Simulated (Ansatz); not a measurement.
# Lattice dynamics of (BaO)2(NaCl)1 [001] superlattice, started as rocksalt type

Task: relax (BaO)2(NaCl)1 [001] superlattice, started as rocksalt type, then find its harmonic phonons.

Main program and level: Ansatz 0.2.0; DFT PBEsol, scalar-relativistic, plane waves, PAW.

The structure was built from a prototype and need not be the compound's stable phase.

**1. Starting point**

The structure is tetragonal, space group I4/mmm (No. 139). Conventional cell: a = 3.941 Å, b = 3.941 Å, c = 16.720 Å, α = 90.00°, β = 90.00°, γ = 90.00°. Nearest to Ba lie 5 O at 2.79 Å and 1 Cl at 2.79 Å. Nearest to Cl lie 2 Ba at 2.79 Å and 4 Na at 2.79 Å. Nearest to Na lie 2 O at 2.79 Å and 4 Cl at 2.79 Å. O has 5 Ba at 2.79 Å and 1 Na at 2.79 Å nearest. Farther neighbours and most contacts between anions are not listed.

**2. Coarse relaxation**

A rough relaxation comes first, because large forces or stress need no tight tolerances yet.

The input, input.yaml:

```yaml
crystal:
  lattice:
    - [2.78667, 2.78667, 0.0]
    - [-2.78667, 2.78667, 0.0]
    - [2.78667, 0.0, 8.36]
  atoms:
    - { symbol: Ba, position: [0.0, 0.0, 0.0] }
    - { symbol: Ba, position: [0.333333, 0.666667, 0.333333] }
    - { symbol: Cl, position: [0.166667, 0.833333, 0.666667] }
    - { symbol: Na, position: [0.666667, 0.333333, 0.666667] }
    - { symbol: O, position: [0.5, 0.5, 0.0] }
    - { symbol: O, position: [0.833333, 0.166667, 0.333333] }
kpoints:
  mp_grid: { grid: [6, 6, 6] }
hamiltonian:
  xc: pbesol
scf:
  occupations: { method: gaussian, width: 0.1 }
output:
  forces: true
  stress: true
  eigenvalues: true
relax:
  adjacent_minimum: "off"
  f_tol: 0.05
  max_steps: 80
  cell: { stress_tol: 0.5 }
```

Started as:

```
ansatz run input.yaml --threads 8 --pin off --max-ram 14336MiB --backend cpu --events-out ev --progress --plain --runs-dir out
```

Numbers of over 12 decimals in the logs are rounded to 6 here.

Output:

```text
[...]
- [2.714928, 2.714928, 0.0]
    - [-2.714928, 2.714928, 0.0]
    - [2.714928, 0, 9.072104]
  atoms:
    - { symbol: Ba, position: [-0.00897071, 0.00897071, 0.017941] }
    - { symbol: Ba, position: [0.342304, 0.657696, 0.315392] }
    - { symbol: Cl, position: [0.166667, 0.833333, 0.666667] }
    - { symbol: Na, position: [0.666667, 0.333333, 0.666667] }
    - { symbol: O, position: [0.484786, 0.515214, 0.030428] }
    - { symbol: O, position: [0.848547, 0.151453, 0.302906] }
[key lines of the parts left out:]
SCF converged after 6 iterations
Free energy (F): -15392.077408 eV
Fermi energy:    7.711223 eV
P = ⅓ Tr σ = -0.0158 GPa (-0.158 kbar)
```

Run time: 8.3 s. Hardware: 8 threads of Arm Neoverse V2, shared host; peak memory 0.6 GiB; 58 s of CPU time.

Step by step:

```csv
step,energy less that of the first step (eV),largest force component (eV/Å),pressure (GPa),volume (Å³)
1,0.0000,1.6003,-0.03,129.84
2,-0.2305,0.7713,-0.21,129.17
3,-0.3843,0.2860,-0.22,130.53
4,-0.4413,0.2273,0.13,131.30
5,-0.4520,0.1295,0.15,132.21
6,-0.4530,0.0272,-0.20,133.74
7*,-0.4715,0.0261,-0.02,133.74
```

Relaxation steps marked * repeat the geometry before them on a plane-wave basis chosen anew for their cell, so energy and pressure can jump there.

Forces are held to the 16 operations that the run works with; a distortion that breaks them can't arise in this run.

```
conventional cell, symmetrised  before   after  change
                         a (Å)   3.941   3.839  -2.6 %
                         b (Å)   3.941   3.839  -2.6 %
                         c (Å)  16.720  18.144  +8.5 %
              volume (Å³/atom)   21.64   22.29  +3.0 %
```

The atoms that moved most (Å, as changes of fractional coordinates times the final cell):

| atom | dx | dy | dz | length |
| --- | --- | --- | --- | --- |
| O5 | 0.000 | 0.000 | 0.276 | 0.276 |
| O6 | 0.000 | 0.000 | -0.276 | 0.276 |
| Ba1 | 0.000 | 0.000 | 0.163 | 0.163 |
| Ba2 | 0.000 | 0.000 | -0.163 | 0.163 |

This step gave:

* pressure: -0.01575 GPa
* gap on the k-mesh: 2.050 eV
* volume per atom: 22.29 Å³
* direct gap on mesh: 2.256 eV

In this step the volume went from 21.64 to 22.29 Å³/atom.

**3. Relaxation**

Harmonic phonons are second derivatives at a point where the forces vanish, and they are wanted at zero stress, so atoms and cell are relaxed first.

The input, input.yaml:

```yaml
crystal:
  lattice:
    - [2.7149278712, 2.7149278712, 0.0]
    - [-2.7149278712, 2.7149278712, 0.0]
    - [2.7149278712, 0.0, 9.0721035887]
  atoms:
    - { symbol: Ba, position: [-0.0089707067, 0.0089707067, 0.0179414134] }
    - { symbol: Ba, position: [0.34230404, 0.65769596, 0.3153919199] }
    - { symbol: Cl, position: [0.1666666667, 0.8333333333, 0.6666666667] }
    - { symbol: Na, position: [0.6666666667, 0.3333333333, 0.6666666667] }
    - { symbol: O, position: [0.4847861714, 0.5152138286, 0.0304276572] }
    - { symbol: O, position: [0.848547162, 0.151452838, 0.3029056761] }
kpoints:
  mp_grid: { grid: [6, 6, 6] }
hamiltonian:
  xc: pbesol
scf:
  occupations: { method: gaussian, width: 0.02 }
output:
  forces: true
  stress: true
  eigenvalues: true
  write_density: true
  write_potential: true
  elf: true
  volumetric_format: npy
relax:
  adjacent_minimum: "off"
  f_tol: 0.005
  max_steps: 80
  cell: { stress_tol: 0.05 }
```

Output:

```text
[...]
Crystal: 6 atoms, lattice volume = 133.738 Å³
Basis set: ecut = 420 eV, 2627 PW (Γ), exchange–correlation on 54×54×128 points (8 copies of the dense FFT grid, shifted against one another)
Bands: 30, of which v1, the nominal top of the filled ones, is band 24 counted from 1 (23 counted from 0)
Symmetry: 16 space group operations
[...]
k-points: 30 of 216
[...]
SCF iter   1: F=—  HF=-15392.119345 eV  |F-HF|=—  |Δ(HF+E_count)|=         —  Δρ=1.18e-2  dr2=1.95e-1  ethr=1.77e-3  ⟨swp⟩=9.1  Hψ=4944  notcnv=0
[...]
SCF iter   7: F=-15392.077408 eV  HF=-15392.077408 eV  |F-HF|=1.73e-8  |Δ(HF+E_count)|=   1.05e-7  Δρ=5.28e-6  dr2=3.20e-8  ethr=2.08e-10  ⟨swp⟩=15.8  Hψ=7571  notcnv=0
SCF 1 converged in 7 iterations: F = -15392.077408 eV  dr2 = 3.20e-8
  Residual-converged pass: ⟨swp⟩=1.0  Hψ=1020  notcnv=0  max |occ|·‖R‖ = 7.0e-9 eV (tolerance 1.0e-8 eV)  dr2=3.20e-8  dr2_onsite=6.89e-9  max |Δocc| = 0.0e0
[...]
relax step   1: F+E_penalty+E_count = -15392.07740805 eV  Δ(F+E_penalty+E_count) = +0.000e0 eV  max|allowed force component| = 2.610e-2 eV/Å  Δτ_max = 0.0000 Å  P = -0.016 GPa  Ω = 133.738 Å³  (7 SCF iters, dr2 threshold 1.00e-7 eV, accepted)
Crystal: 6 atoms, lattice volume = 134.500 Å³
Basis set: ecut = 420 eV, 2643 PW (Γ), exchange–correlation on 54×54×128 points (8 copies of the dense FFT grid, shifted against one another)
[...]
SCF iter   6: F=-15392.075430 eV  HF=-15392.075430 eV  |F-HF|=7.20e-8  |Δ(HF+E_count)|=   1.32e-6  Δρ=8.80e-6  dr2=8.85e-8  ethr=3.99e-10  ⟨swp⟩=10.7  Hψ=7193  notcnv=0
SCF 2 converged in 6 iterations: F = -15392.075430 eV  dr2 = 8.85e-8
relax step   2: F+E_penalty+E_count = -15392.07542981 eV  Δ(F+E_penalty+E_count) = +1.978e-3 eV  max|allowed force component| = 1.660e-1 eV/Å  Δτ_max = 0.0393 Å  P = -0.170 GPa  Ω = 134.500 Å³  energy of the carried Pulay correction = -9.150e-4 eV  (6 SCF iters, dr2 threshold 1.92e-7 eV, rejected (line search))
Crystal: 6 atoms, lattice volume = 133.868 Å³
Basis set: ecut = 420 eV, 2635 PW (Γ), exchange–correlation on 54×54×128 points (8 copies of the dense FFT grid, shifted against one another)
[...]
SCF iter   9: F=-15392.078522 eV  HF=-15392.078522 eV  |F-HF|=2.00e-11  |Δ(HF+E_count)|=  2.73e-11  Δρ=1.63e-7  dr2=5.85e-11  ethr=1.00e-12  ⟨swp⟩=7.5  Hψ=4701  notcnv=0
SCF 3 converged in 9 iterations: F = -15392.078522 eV  dr2 = 5.85e-11
relax step   3: F+E_penalty+E_count = -15392.07852189 eV  Δ(F+E_penalty+E_count) = -1.114e-3 eV  max|allowed force component| = 5.052e-2 eV/Å  Δτ_max = 0.0193 Å  P = +0.163 GPa  Ω = 133.868 Å³  energy of the carried Pulay correction = -1.561e-4 eV  (9 SCF iters, accepted)
[...]
relax step   4: F+E_penalty+E_count = -15392.07838922 eV  Δ(F+E_penalty+E_count) = +1.327e-4 eV  max|allowed force component| = 5.629e-3 eV/Å  Δτ_max = 0.0087 Å  P = -0.059 GPa  Ω = 134.571 Å³  energy of the carried Pulay correction = -1.001e-3 eV  (6 SCF iters, dr2 threshold 3.04e-7 eV, accepted)
[...]
relax step   5: F+E_penalty+E_count = -15392.07865933 eV  Δ(F+E_penalty+E_count) = -2.701e-4 eV  max|allowed force component| = 3.473e-3 eV/Å  Δτ_max = 0.0016 Å  P = +0.002 GPa  Ω = 134.383 Å³  energy of the carried Pulay correction = -7.758e-4 eV  (6 SCF iters, dr2 threshold 1.61e-8 eV, accepted)
[...]
SCF iter   6: F=-15392.079472 eV  HF=-15392.079472 eV  |F-HF|=5.46e-12  |Δ(HF+E_count)|=  5.46e-12  Δρ=1.04e-7  dr2=1.91e-11  ethr=1.00e-12  ⟨swp⟩=6.7  Hψ=4602  notcnv=0
SCF 6 converged in 6 iterations: F = -15392.079472 eV  dr2 = 1.91e-11
relax step   6: F+E_penalty+E_count = -15392.07947208 eV  Δ(F+E_penalty+E_count) = -8.128e-4 eV  max|allowed force component| = 3.672e-3 eV/Å  Δτ_max = 0.0000 Å  P = +0.012 GPa  Ω = 134.383 Å³  stress off target by 3.96e-2 GPa  SCF on the basis re-selected at this cell (its energy is not comparable with the rows above)  (6 SCF iters)
[...]
SCF converged after 6 iterations
Free energy (F): -15392.079472 eV
[...]
Internal energy: -15392.079472 eV  (E = F + TS)
E sigma→0 (E₀):  -15392.079472 eV
Fermi energy:    7.639637 eV
[...]
--- Forces (eV/Å), atoms counted from 1 ---
  atom   1  Ba    -0.00000000     0.00000000     0.00367226
  atom   2  Ba     0.00000000     0.00000000    -0.00367226
  atom   3  Cl    -0.00000000    -0.00000000     0.00000000
  atom   4  Na    -0.00000000    -0.00000000     0.00000000
  atom   5  O      0.00000000     0.00000000    -0.00340895
  atom   6  O     -0.00000000     0.00000000     0.00340895
  max |Σ_I F_I| component: 4.34e-19 eV/Å
--- Stress (GPa, compression-positive) ---
       -0.002114      -0.000000      -0.000000
       -0.000000      -0.002114       0.000000
       -0.000000       0.000000       0.039563
  P = ⅓ Tr σ = 0.0118 GPa (0.118 kbar)
--- Band table (eV; the first three rows and the last of 30) ---
  k-point 0: bands = [... 20 lower, 6.3506, 6.3506, 6.4387, 6.4387, 8.6102, 9.1831, 10.3838, 11.6565, ... 2 higher]
  k-point 1: bands = [... 20 lower, 6.3507, 6.3507, 6.4390, 6.4390, 8.7535, 9.1732, 10.4232, 11.2992, ... 2 higher]
  k-point 2: bands = [... 20 lower, 6.3506, 6.3506, 6.4397, 6.4397, 9.0530, 9.1543, 10.5073, 10.9207, ... 2 higher]
  k-point 29: bands = [... 20 lower, 6.6230, 6.6277, 6.6681, 6.6685, 9.5878, 9.8288, 10.7614, 11.1241, ... 2 higher]
--- Relaxed structure (5 steps of the walk, 4 accepted, 1 SCFs on fresh bases) ---
[...]
cell:  # Å, volume = 134.3834 Å³
    - [2.709083, 2.709083, 0.0]
    - [-2.709083, 2.709083, 0.0]
    - [2.709083, 0, 9.155263]
  atoms:
    - { symbol: Ba, position: [-0.00927525, 0.00927525, 0.018550] }
    - { symbol: Ba, position: [0.342609, 0.657391, 0.314783] }
    - { symbol: Cl, position: [0.166667, 0.833333, 0.666667] }
    - { symbol: Na, position: [0.666667, 0.333333, 0.666667] }
    - { symbol: O, position: [0.483260, 0.516740, 0.033479] }
    - { symbol: O, position: [0.850073, 0.149927, 0.299854] }
```

Elapsed: 7.3 s, on 8 threads; peak memory 0.62 GiB; 48 s of CPU time.

Relaxation path:

| step | energy less that of the first step (eV) | largest force component (eV/Å) | pressure (GPa) | volume (Å³) |
| --- | --- | --- | --- | --- |
| 1 | 0.0000 | 0.0261 | -0.02 | 133.74 |
| 2 | 0.0020 | 0.1660 | -0.17 | 134.50 |
| 3 | -0.0011 | 0.0505 | 0.16 | 133.87 |
| 4 | -0.0010 | 0.0056 | -0.06 | 134.57 |
| 5 | -0.0013 | 0.0035 | 0.00 | 134.38 |
| 6* | -0.0021 | 0.0037 | 0.01 | 134.38 |

Relaxation steps marked * repeat the geometry before them on a plane-wave basis chosen anew for their cell, so energy and pressure can jump there. Relaxation step 2 was tried and not accepted.

Forces are held to the 16 operations that the run works with; a distortion that breaks them can't arise in this run.

```csv
"conventional cell, symmetrised",before,after,change
a (Å),3.839,3.831,-0.2 %
b (Å),3.839,3.831,-0.2 %
c (Å),18.144,18.311,+0.9 %
volume (Å³/atom),22.29,22.40,+0.5 %
```

The atoms that moved most (Å, as changes of fractional coordinates times the final cell):

```
atom     dx     dy      dz  length
  O6  0.000  0.000  -0.028   0.028
  O5  0.000  0.000   0.028   0.028
 Ba2  0.000  0.000  -0.006   0.006
 Ba1  0.000  0.000   0.006   0.006
```

Final coordinates:

```cif
data_structure
_symmetry_space_group_name_H-M 'P 1'
_symmetry_Int_Tables_number 1
_cell_length_a 3.8312
_cell_length_b 3.8312
_cell_length_c 9.5477
_cell_angle_alpha 101.574
_cell_angle_beta 78.426
_cell_angle_gamma 90.000
_cell_volume 134.38
loop_
_atom_site_label
_atom_site_type_symbol
_atom_site_fract_x
_atom_site_fract_y
_atom_site_fract_z
_atom_site_occupancy
Ba1 Ba 0.99072 0.00928 0.01855 1
Ba2 Ba 0.34261 0.65739 0.31478 1
Cl3 Cl 0.16667 0.83333 0.66667 1
Na4 Na 0.66667 0.33333 0.66667 1
O5 O 0.48326 0.51674 0.03348 1
O6 O 0.85007 0.14993 0.29985 1
```

This step gave:

- pressure: 0.01178 GPa
- gap on the k-mesh: 1.941 eV
- volume per atom: 22.40 Å³
- direct gap on mesh: 2.172 eV

Valence density in the ab plane of the cell as run, not the conventional one, at fractional z = 0.019, with atoms of Ba and O within 0.2 Å of it. It is the smooth field of the valence electrons, not physical close to the nuclei.

Ten steps, logarithmic in the rise over the least value, from '_' (0.1 e/Å³) to '@' (6.6 e/Å³), each cell a mean:
```
++****++--..____..::==****++
******++--........::==++****
**++++--::::::::::::--==++**
====--::--====++==--::--====
::::::::==**####**++--::::::
____..--++##@@@@%%**==::..__
____..--++%%@@@@@@**==::____
____..--++##@@@@%%**==::..__
::::::::==**####**++--::::::
====--::--====++==--::--====
**++++--::::::::::::--==++**
******==--........::==++****
++****++--..____..::++****++
--++**++==..______--++****==
```
Columns run along a (3.8 Å), rows up along b (3.8 Å). Atoms in or near the plane, at fractional coordinates: Ba at (0.99, 0.01), O at (0.48, 0.52).

ELF in the ab plane of the cell as run, not the conventional one, at fractional z = 0.019, with atoms of Ba and O within 0.2 Å of it. It is the smooth field of the valence electrons, not physical close to the nuclei.

Values, 14 rows by 14 columns, each cell a mean:
```
0.11 0.37 0.79 0.84 0.57 0.16 0.06 0.05 0.08 0.38 0.76 0.84 0.57 0.18
0.59 0.73 0.83 0.73 0.36 0.11 0.12 0.14 0.10 0.21 0.58 0.82 0.79 0.64
0.86 0.84 0.72 0.41 0.17 0.22 0.41 0.46 0.31 0.16 0.27 0.60 0.81 0.85
0.76 0.65 0.37 0.17 0.25 0.54 0.71 0.74 0.64 0.36 0.16 0.26 0.55 0.72
0.34 0.24 0.14 0.23 0.54 0.77 0.81 0.81 0.80 0.66 0.35 0.15 0.18 0.30
0.06 0.07 0.17 0.46 0.74 0.81 0.70 0.64 0.77 0.80 0.61 0.28 0.08 0.06
0.03 0.06 0.24 0.57 0.79 0.78 0.56 0.44 0.70 0.81 0.70 0.38 0.10 0.04
0.07 0.07 0.16 0.45 0.74 0.81 0.71 0.66 0.78 0.80 0.60 0.27 0.09 0.07
0.31 0.21 0.13 0.24 0.56 0.79 0.82 0.81 0.81 0.68 0.37 0.15 0.16 0.27
0.75 0.64 0.37 0.17 0.25 0.55 0.71 0.74 0.65 0.37 0.17 0.26 0.54 0.72
0.86 0.85 0.72 0.40 0.16 0.22 0.41 0.47 0.31 0.16 0.26 0.60 0.82 0.86
0.62 0.75 0.83 0.71 0.34 0.11 0.14 0.16 0.11 0.20 0.56 0.81 0.80 0.67
0.09 0.35 0.79 0.84 0.58 0.16 0.05 0.05 0.08 0.39 0.77 0.84 0.56 0.17
0.02 0.18 0.74 0.86 0.67 0.21 0.05 0.03 0.09 0.48 0.82 0.84 0.41 0.04
```
Columns run along a (3.8 Å), rows up along b (3.8 Å). Atoms in or near the plane, at fractional coordinates: Ba at (0.99, 0.01), O at (0.48, 0.52).

Electrostatic potential energy in the ab plane of the cell as run, not the conventional one, at fractional z = 0.019, with atoms of Ba and O within 0.2 Å of it. With pseudopotentials it is smooth inside the atoms' cores, unlike the true potential.

Values in eV, 14 rows by 14 columns, each cell a mean:
```
-36 -34 -27 -15  -1   6   9   9   8   3  -9 -23 -32 -35
-32 -29 -21  -9   2   8  10  10   9   5  -3 -16 -27 -31
-21 -18  -9   0   7  10  11  11  10   8   4  -5 -15 -20
 -7  -4   2   6   9  10   9   8  10  10   8   4  -2  -6
  4   5   7   9  10   2 -11 -14  -5   8  10   8   6   4
  8   8  10  11   7 -17 -31 -33 -26  -1  11  10   9   8
  9   9  11  11   4 -23 -35 -36 -31  -7  10  11  10   9
  8   8  10  11   7 -16 -31 -33 -25  -1  11  10   9   8
  4   6   8  10  10   1 -13 -16  -6   8  10   9   6   5
 -6  -4   2   6   9  10   9   8  10  10   8   4  -1  -5
-21 -18  -9   0   7  10  11  11  10   8   4  -5 -15 -20
-31 -28 -21  -8   3   8  10  10   9   5  -3 -15 -26 -30
-36 -34 -27 -15  -1   6   9   9   8   3  -9 -23 -32 -35
-36 -35 -29 -18  -3   6   8   9   7   2 -11 -25 -33 -36
```
Columns run along a (3.8 Å; values clipped at the 3rd and 97th percentile), rows up along b (3.8 Å). Atoms in or near the plane, at fractional coordinates: Ba at (0.99, 0.01), O at (0.48, 0.52).

In this step the volume went from 22.29 to 22.40 Å³/atom.

**4. Tight relaxation**

Phonons need a cell at rest on their own settings, so the relaxation is repeated with tight tolerances on forces and stress on the k mesh and occupations of the first response run.

The input, input.yaml:

```yaml
crystal:
  lattice:
    - [2.7090833981, 2.7090833981, 0.0]
    - [-2.7090833981, 2.7090833981, 0.0]
    - [2.7090833981, 0.0, 9.1552634821]
  atoms:
    - { symbol: Ba, position: [-0.0092752478, 0.0092752478, 0.0185504955] }
    - { symbol: Ba, position: [0.3426085811, 0.6573914189, 0.3147828378] }
    - { symbol: Cl, position: [0.1666666667, 0.8333333333, 0.6666666667] }
    - { symbol: Na, position: [0.6666666667, 0.3333333333, 0.6666666667] }
    - { symbol: O, position: [0.4832604965, 0.5167395035, 0.033479007] }
    - { symbol: O, position: [0.8500728368, 0.1499271632, 0.2998543264] }
kpoints:
  mp_grid: { grid: [8, 8, 8] }
hamiltonian:
  xc: pbesol
scf:
  occupations: { method: fixed }
output:
  forces: true
  stress: true
  eigenvalues: true
relax:
  adjacent_minimum: "off"
  f_tol: 0.001
  max_steps: 60
  cell: { stress_tol: 0.01 }
```

Output:

```text
[...]
Crystal: 6 atoms, lattice volume = 134.383 Å³
Basis set: ecut = 420 eV, 2643 PW (Γ), exchange–correlation on 54×54×128 points (8 copies of the dense FFT grid, shifted against one another)
Bands: 30, of which v1, the nominal top of the filled ones, is band 24 counted from 1 (23 counted from 0)
Symmetry: 16 space group operations
[...]
k-points: 59 of 512
[...]
- [2.708826, 2.708826, 0.0]
    - [-2.708826, 2.708826, 0.0]
    - [2.708826, 0, 9.161430]
  atoms:
    - { symbol: Ba, position: [-0.00931818, 0.00931818, 0.018636] }
    - { symbol: Ba, position: [0.342652, 0.657348, 0.314697] }
    - { symbol: Cl, position: [0.166667, 0.833333, 0.666667] }
    - { symbol: Na, position: [0.666667, 0.333333, 0.666667] }
    - { symbol: O, position: [0.483242, 0.516758, 0.033516] }
    - { symbol: O, position: [0.850091, 0.149909, 0.299817] }
[key lines of the parts left out:]
SCF converged after 6 iterations
Free energy (F): -15392.079551 eV
Fermi energy:    6.664688 eV
P = ⅓ Tr σ = 0.0033 GPa (0.033 kbar)
```

Elapsed: 11 s, on 8 threads; peak memory 0.67 GiB.

Little changed from the start: no atom moved by 0.005 Å and no cell edge by 0.1 %.

This step gave:

```
pressure           : 0.003285 GPa
gap on the k-mesh  : 1.939 eV
volume per atom    : 22.41 Å³
direct gap on mesh : 2.169 eV
```

The largest force component left is 0.83 meV/Å and the pressure is 0.003 GPa, within the tolerances set. The cell now holds 22.41 Å³/atom.

(Continued in part 2 of 2.)

[Logs are printed without paths, hosts, clocks, repeated set-up lines and the standing remarks that a program may print on its own settings, such as how far it seeks lower states.]

[Hosts, paths, dates, database ids (printed as entryN), source tags and the programs' standing remarks are cut or masked in the printed files.]
